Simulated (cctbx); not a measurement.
# Ti2GeBi3Pd2 with cctbx, script by script

Library: cctbx 2025.11. The data are simulated by the first script.

## 1. Simulate the data

run.py:

```python
from cctbx import adptbx, crystal, miller, sgtbx, xray
from cctbx.array_family import flex
from iotbx.shelx import hklf
from scitbx import matrix
import scitbx.random

cs = crystal.symmetry(unit_cell=(4.258, 10.696, 14.261, 90, 90, 90), space_group_symbol='Hall: -C 2c 2')  # Cmcm
atoms = [  # label, site, U (iso, or U11 U22 U33 U12 U13 U23 in A^2), occupancy
    ("Bi1", (0.5, 0.36, 0.75), (0.0026, 0.0043, 0.0032, 0.0000, 0.0000, 0.0000), 1),
    ("Bi2", (0.5, 0.077, 0.8913), (0.0023, 0.0039, 0.0027, 0.0000, 0.0000, 0.0010), 1),
    ("Pd1", (0, 0.2932, 0.9066), (0.0031, 0.0030, 0.0028, 0.0000, 0.0000, 0.0005), 1),
    ("Ge1", (0, 0.1606, 0.75), (0.0061, 0.0064, 0.0060, 0.0000, 0.0000, 0.0000), 1),
    ("Ti1", (0.5, 0.372, 0.9613), (0.0075, 0.0049, 0.0037, 0.0000, 0.0000, -0.0002), 1),
]
xs = xray.structure(crystal_symmetry=cs)
for label, site, u, occ in atoms:
    u = adptbx.u_cif_as_u_star(cs.unit_cell(), u) if isinstance(u, tuple) else u
    xs.add_scatterer(xray.scatterer(label, site=site, u=u, occupancy=occ))
xs.set_inelastic_form_factors(0.4959, "sasaki")
xs.show_summary()
p1 = xs.expand_to_p1()
ms = miller.build_set(p1, anomalous_flag=True, d_min=0.84)
flex.set_random_seed(115558)
scitbx.random.set_random_seed(115558)
ms = ms.select(flex.random_double(ms.size()) < 0.8)
i = ms.structure_factors_from_scatterers(p1, algorithm="direct").f_calc().as_intensity_array().data()
i = i * 70000 / flex.max(i)
sig = flex.sqrt(i + flex.pow2(0.03 * i) + 15 ** 2)
noise = scitbx.random.variate(scitbx.random.normal_distribution())(i.size())
data = ms.array(data=i + sig * noise, sigmas=sig).set_observation_type_xray_intensity()
with open("data.hkl", "w") as f:
    data.export_as_shelx_hklf(f)
print("reflections written:", data.size(), " <I/sigma> = %.1f" % flex.mean(data.data() / data.sigmas()))
for h, a, b in list(data.sort("data"))[:12]:
    print("%4d%4d%4d %9.1f %7.1f" % (h + (a, b)))
```

```console
$ python run.py
```

```text
Number of scatterers: 5
At special positions: 5
Unit cell: (4.258, 10.696, 14.261, 90, 90, 90)
Space group: C m c m (No. 63)
reflections written: 3640  <I/sigma> = 9.8
  -2   0   0   69872.7  2116.7
   2   0   0   68940.3  2116.7
  -1   7   0   44172.3  1295.6
   1   7   0   43177.3  1295.6
  -1  -7   0   42212.9  1295.6
   0   0  -6   39862.6  1135.3
   0   0   6   36645.5  1135.3
  -4   0   0   34768.5  1033.5
   4   0   0   31860.2  1033.5
   3   7   0   30243.9   869.0
   3  -7   0   28838.5   869.0
  -1   1   4   28697.8   839.0
```

It took 0.21 s on 1 thread of Arm Neoverse V2, on a shared host, peak memory 0.07 GiB.

## 2. Refinement (right model, isotropic)

run.py:

```python
import math
from cctbx import adptbx, crystal, maptbx, sgtbx, xray
from cctbx.array_family import flex
from cctbx.xray import observations
from iotbx.shelx import hklf
from scitbx.lstbx import normal_eqns_solving
from smtbx import absolute_structure, utils
from smtbx.refinement import constraints, least_squares

cs = crystal.symmetry(unit_cell=(4.258, 10.696, 14.261, 90, 90, 90), space_group_symbol='Hall: -C 2c 2')  # Cmcm
atoms = [  # label, site, U (iso, or U11 U22 U33 U12 U13 U23 in A^2), occupancy
    ("Bi1", (0.5, 0.3611, 0.75), 0.0200, 1),
    ("Bi2", (0.5, 0.082, 0.8915), 0.0200, 1),
    ("Pd1", (0, 0.292, 0.9092), 0.0200, 1),
    ("Ge1", (0, 0.1594, 0.75), 0.0200, 1),
    ("Ti1", (0.5, 0.3773, 0.9586), 0.0200, 1),
]
xs = xray.structure(crystal_symmetry=cs)
for label, site, u, occ in atoms:
    u = adptbx.u_cif_as_u_star(cs.unit_cell(), u) if isinstance(u, tuple) else u
    xs.add_scatterer(xray.scatterer(label, site=site, u=u, occupancy=occ))
xs.set_inelastic_form_factors(0.4959, "sasaki")
raw = hklf.reader(file_name="data.hkl").as_miller_arrays(crystal_symmetry=cs, anomalous=True)[0]
merged = raw.eliminate_sys_absent().merge_equivalents()
fo2 = merged.array().set_observation_type_xray_intensity()
print("Rint %.3f, %d unique reflections to %.2f A" % (merged.r_int(), fo2.size(), fo2.d_min()))
for sc in xs.scatterers():
    sc.flags.set_grad_site(True)
    sc.flags.set_grad_u_aniso(sc.flags.use_u_aniso())
    sc.flags.set_grad_u_iso(sc.flags.use_u_iso())
obs = fo2.as_xray_observations()
extra = {}
rep = constraints.reparametrisation(xs, [], utils.connectivity_table(xs), **extra)
ls = least_squares.crystallographic_ls(obs, rep, weighting_scheme=least_squares.mainstream_shelx_weighting(a=0, b=0))
print("cycle     R1     wR2    GooF  max shift (A)")
for cycle in range(8):
    ls.build_up()
    r1, wr2, goof = ls.r1_factor(cutoff_factor=2)[0], ls.wR2(), ls.goof()
    old = xs.sites_cart()
    normal_eqns_solving.levenberg_marquardt_iterations(ls, n_max_iterations=3, tau=1e-06, step_threshold=1e-7)
    big = flex.max((xs.sites_cart() - old).norms())
    print("%4d %7.4f %7.4f %7.3f %9.5f" % (cycle + 1, r1, wr2, goof, big))
    ls.build_up(objective_only=True)
    if abs(ls.wR2() - wr2) < 5e-5 and big < 5e-4:
        break
ls.build_up()
print("final R1 %.4f wR2 %.4f GooF %.3f  parameters %d  data/parameter %.1f" % (ls.r1_factor(cutoff_factor=2)[0], ls.wR2(), ls.goof(), ls.n_parameters, fo2.size() / ls.n_parameters))
cov = ls.covariance_matrix_and_annotations()
su = dict(zip(cov.annotations, (math.sqrt(max(v, 0)) for v in cov.matrix.matrix_packed_u_diagonal())))
a2 = cs.unit_cell().reciprocal_parameters()[0] ** -2
print("atom        x        y        z      Ueq    occ   su(xyz)  su(Uiso or U11)")
for sc in xs.scatterers():
    s = max(su.get(sc.label + k, 0) for k in (".x", ".y", ".z"))
    npd = "" if sc.is_positive_definite_u(cs.unit_cell()) else "  NPD"
    print("%-5s %8.5f %8.5f %8.5f %8.4f %6.3f %8.5f %7.4f%s" % ((sc.label,) + sc.site + (sc.u_iso_or_equiv(cs.unit_cell()), sc.occupancy, s, su.get(sc.label + ".uiso", su.get(sc.label + ".u11", 0) * a2), npd)))
fo = fo2.f_sq_as_f()
fc = fo.structure_factors_from_scatterers(xs, algorithm="direct").f_calc()
diff = fo.f_obs_minus_f_calc(1 / math.sqrt(ls.scale_factor()), fc).average_bijvoet_mates()
m = diff.fft_map(symmetry_flags=maptbx.use_space_group_symmetry, resolution_factor=0.25).apply_volume_scaling()
print("difference map: max %.2f min %.2f rms %.2f" % (m.statistics().max(), m.statistics().min(), m.statistics().sigma()))
peaks = m.peak_search(parameters=maptbx.peak_search_parameters(min_distance_sym_equiv=0.6, max_clusters=6)).all()
near = xs.closest_distances(peaks.sites(), distance_cutoff=4)
sps = cs.special_position_settings(min_distance_sym_equiv=0.5)
for k, (x, h) in enumerate(zip(peaks.sites(), peaks.heights())):
    ss = sps.site_symmetry(x)
    print("Q%-3d %7.4f %7.4f %7.4f %4d %7.2f  %.2f A from %s" % ((k + 1,) + tuple(t % 1 for t in ss.exact_site()) + (ss.multiplicity(), h, near.smallest_distances[k], xs.scatterers()[near.i_seqs[k]].label)))
```

```console
$ python run.py
```

```text
Rint 0.027, 340 unique reflections to 0.84 A
cycle     R1     wR2    GooF  max shift (A)
   1  0.1666  0.3901  18.802   0.06471
   2  0.0113  0.0298   1.434   0.00002
final R1 0.0113 wR2 0.0298 GooF 1.434  parameters 13  data/parameter 26.2
atom        x        y        z      Ueq    occ   su(xyz)  su(Uiso or U11)
Bi1    0.50000  0.36003  0.75000   0.0033  1.000  0.00003  0.0001
Bi2    0.50000  0.07697  0.89130   0.0029  1.000  0.00003  0.0001
Pd1    0.00000  0.29321  0.90662   0.0030  1.000  0.00006  0.0002
Ge1    0.00000  0.16058  0.75000   0.0061  1.000  0.00011  0.0002
Ti1    0.50000  0.37237  0.96123   0.0054  1.000  0.00014  0.0003
difference map: max 2.29 min -1.51 rms 0.26
Q1    0.0000  0.3823  0.0917    8    2.49  0.50 A from Bi2
Q2    0.0000  0.4657  0.1290    8    2.16  0.54 A from Bi2
Q3    0.0000  0.1915  0.2500    4    1.88  0.55 A from Bi1
Q4    0.0000  0.0840  0.2500    4    1.35  0.60 A from Bi1
Q5    0.2657  0.0682  0.7500    8    0.86  1.50 A from Ge1
Q6    0.0000  0.4197  0.2500    4    0.76  2.02 A from Bi2
```

Time: 0.33 s.

## 3. Refinement (right model, anisotropic)

run.py, as its changes from the last script of this kind:

```diff
@@ -12,5 +12,5 @@
-    ("Bi1", (0.5, 0.3611, 0.75), 0.0200, 1),
-    ("Bi2", (0.5, 0.082, 0.8915), 0.0200, 1),
-    ("Pd1", (0, 0.292, 0.9092), 0.0200, 1),
-    ("Ge1", (0, 0.1594, 0.75), 0.0200, 1),
-    ("Ti1", (0.5, 0.3773, 0.9586), 0.0200, 1),
+    ("Bi1", (0.5, 0.36003, 0.75), 0.0033, 1),
+    ("Bi2", (0.5, 0.07697, 0.8913), 0.0030, 1),
+    ("Pd1", (0, 0.29321, 0.90662), 0.0030, 1),
+    ("Ge1", (0, 0.16058, 0.75), 0.0061, 1),
+    ("Ti1", (0.5, 0.37237, 0.96123), 0.0054, 1),
@@ -22,0 +23 @@
+xs.convert_to_anisotropic()
```

```console
$ python run.py
```

```text
Rint 0.027, 340 unique reflections to 0.84 A
cycle     R1     wR2    GooF  max shift (A)
   1  0.0113  0.0298   1.466   0.00133
   2  0.0076  0.0181   0.892   0.00000
final R1 0.0076 wR2 0.0181 GooF 0.892  parameters 26  data/parameter 13.1
atom        x        y        z      Ueq    occ   su(xyz)  su(Uiso or U11)
Bi1    0.50000  0.36000  0.75000   0.0033  1.000  0.00002  0.0001
Bi2    0.50000  0.07699  0.89130   0.0029  1.000  0.00002  0.0001
Pd1    0.00000  0.29321  0.90662   0.0029  1.000  0.00004  0.0002
Ge1    0.00000  0.16068  0.75000   0.0061  1.000  0.00007  0.0004
Ti1    0.50000  0.37225  0.96125   0.0055  1.000  0.00009  0.0004
difference map: max 0.74 min -0.71 rms 0.18
Q1    0.2648  0.0662  0.7500    8    0.75  1.51 A from Ge1
Q2    0.0000  0.0217  0.2500    4    0.74  1.26 A from Bi1
Q3    0.0000  0.4329  0.2500    4    0.70  2.02 A from Bi2
Q4    0.0000  0.1504  0.6949    8    0.63  0.79 A from Ge1
Q5    0.2042  0.2358  0.5736   16    0.63  1.10 A from Pd1
Q6    0.0000  0.2766  0.1881    8    0.55  1.71 A from Bi1
```

Time: 0.32 s.

## 4. Refinement

run.py, as its changes from the last script of this kind:

```diff
@@ -16 +15,0 @@
-    ("Ti1", (0.5, 0.37237, 0.96123), 0.0054, 1),
@@ -37 +36 @@
-for cycle in range(8):
+for cycle in range(12):
```

```console
$ python run.py
```

```text
Rint 0.027, 340 unique reflections to 0.84 A
cycle     R1     wR2    GooF  max shift (A)
   1  0.1709  0.4076  19.858   0.01238
   2  0.1719  0.3906  19.031   0.00013
final R1 0.1719 wR2 0.3906 GooF 19.031  parameters 20  data/parameter 17.0
atom        x        y        z      Ueq    occ   su(xyz)  su(Uiso or U11)
Bi1    0.50000  0.35977  0.75000  -0.0001  1.000  0.00055  0.0030  NPD
Bi2    0.50000  0.07739  0.89110  -0.0022  1.000  0.00033  0.0025  NPD
Pd1    0.00000  0.29354  0.90697  -0.0029  1.000  0.00083  0.0047  NPD
Ge1    0.00000  0.16173  0.75000   0.0081  1.000  0.00182  0.0098
difference map: max 75.51 min -6.80 rms 4.20
Q1    0.0000  0.1286  0.0393    8   75.98  2.41 A from Pd1
Q2    0.0000  0.1373  0.2500    4   44.21  0.03 A from Bi1
Q3    0.0000  0.4256  0.1059    8   35.11  0.05 A from Bi2
Q4    0.0000  0.1519  0.7500    4   20.25  0.10 A from Ge1
Q5    0.0000  0.3066  0.5994    8   13.65  0.17 A from Pd1
Q6    0.0000  0.0098  0.0603    8    4.93  2.43 A from Bi2
```

Time: 0.35 s.

This run holds a fault made on purpose: atom left out: Ti1.

## 5. Refinement

run.py, as its changes from the last script of this kind:

```diff
@@ -14,2 +14,3 @@
-    ("Pd1", (0, 0.29321, 0.90662), 0.0030, 1),
-    ("Ge1", (0, 0.16058, 0.75), 0.0061, 1),
+    ("Ge1", (0, 0.29321, 0.90662), 0.0030, 1),
+    ("Pd1", (0, 0.16058, 0.75), 0.0061, 1),
+    ("Ti1", (0.5, 0.37237, 0.96123), 0.0054, 1),
```

```console
$ python run.py
```

```text
Rint 0.027, 340 unique reflections to 0.84 A
cycle     R1     wR2    GooF  max shift (A)
   1  0.0956  0.2557  12.577   0.01042
   2  0.0412  0.1262   6.205   0.00015
final R1 0.0412 wR2 0.1262 GooF 6.205  parameters 26  data/parameter 13.1
atom        x        y        z      Ueq    occ   su(xyz)  su(Uiso or U11)
Bi1    0.50000  0.36012  0.75000   0.0022  1.000  0.00015  0.0009
Bi2    0.50000  0.07706  0.89130   0.0019  1.000  0.00011  0.0008
Ge1    0.00000  0.29347  0.90675  -0.0114  1.000  0.00026  0.0015  NPD
Pd1    0.00000  0.16028  0.75000   0.0200  1.000  0.00049  0.0027
Ti1    0.50000  0.37201  0.96190   0.0029  1.000  0.00060  0.0029
difference map: max 8.87 min -5.72 rms 1.07
Q1    0.0000  0.2769  0.5968    8    8.87  0.18 A from Ge1
Q2    0.0000  0.4332  0.1077    8    3.56  0.11 A from Bi2
Q3    0.0000  0.1567  0.2500    4    2.84  0.18 A from Bi1
Q4    0.0000  0.0263  0.2500    4    1.25  1.22 A from Bi1
Q5    0.0000  0.1003  0.0680    8    1.10  0.52 A from Ti1
Q6    0.0000  0.4447  0.6012    8    1.03  1.42 A from Bi2
```

Time: 0.36 s.

This run holds a fault made on purpose: elements exchanged: Pd1 is Ge and Ge1 is Pd.

## 6. Refinement

run.py, as its changes from the last script of this kind:

```diff
@@ -14,2 +14,2 @@
-    ("Ge1", (0, 0.29321, 0.90662), 0.0030, 1),
-    ("Pd1", (0, 0.16058, 0.75), 0.0061, 1),
+    ("Pd1", (0, 0.29321, 0.90662), 0.0030, 1),
+    ("Ge1", (0, 0.16058, 0.75), 0.0061, 1),
@@ -16,0 +17 @@
+    ("Ti2", (0.061, 0.806, 0.571), 0.0300, 1),
@@ -23 +23,0 @@
-xs.convert_to_anisotropic()
```

```console
$ python run.py
```

```text
Rint 0.027, 340 unique reflections to 0.84 A
cycle     R1     wR2    GooF  max shift (A)
   1  0.2106  0.5252  25.469   0.40117
   2  0.0412  0.1595   7.732   0.84216
   3  0.0137  0.0464   2.250   0.19000
   4  0.0131  0.0447   2.167   0.00812
   5  0.0131  0.0447   2.167   0.00604
   6  0.0131  0.0447   2.167   0.00620
   7  0.0131  0.0447   2.167   0.00619
   8  0.0131  0.0447   2.167   0.00619
   9  0.0131  0.0447   2.167   0.00619
  10  0.0131  0.0447   2.167   0.00619
  11  0.0131  0.0447   2.167   0.00619
  12  0.0131  0.0447   2.167   0.00619
final R1 0.0131 wR2 0.0447 GooF 2.167  parameters 17  data/parameter 20.0
atom        x        y        z      Ueq    occ   su(xyz)  su(Uiso or U11)
Bi1    0.50000  0.36002  0.75000   0.0032  1.000  0.00005  0.0002
Bi2    0.50000  0.07698  0.89129   0.0028  1.000  0.00004  0.0002
Pd1    0.00000  0.29318  0.90662   0.0029  1.000  0.00009  0.0002
Ge1    0.00000  0.16057  0.75000   0.0060  1.000  0.00016  0.0004
Ti1    0.50000  0.37238  0.96130   0.0053  1.000  0.00021  0.0004
Ti2    0.26415  0.87146  0.58348   1.0000  1.000  0.00934  0.0498
difference map: max 2.79 min -1.29 rms 0.41
Q1    0.0000  0.3829  0.0917    8    2.97  0.49 A from Bi2
Q2    0.0000  0.4638  0.1287    8    2.49  0.52 A from Bi2
Q3    0.0000  0.1911  0.2500    4    2.09  0.55 A from Bi1
Q4    0.0000  0.0852  0.2500    4    1.56  0.59 A from Bi1
Q5    0.2656  0.0685  0.7500    8    1.13  1.50 A from Ge1
Q6    0.0000  0.4171  0.2500    4    1.03  2.02 A from Bi2
```

Run time: 0.76 s on 1 thread of Arm Neoverse V2, with other jobs on the host, peak memory 0.09 GiB.

This run holds a fault made on purpose: spurious atom: Ti2.

[Logs are printed without paths, hosts, clocks, repeated set-up lines and the standing remarks that a program may print on its own settings, such as how far it seeks lower states.]
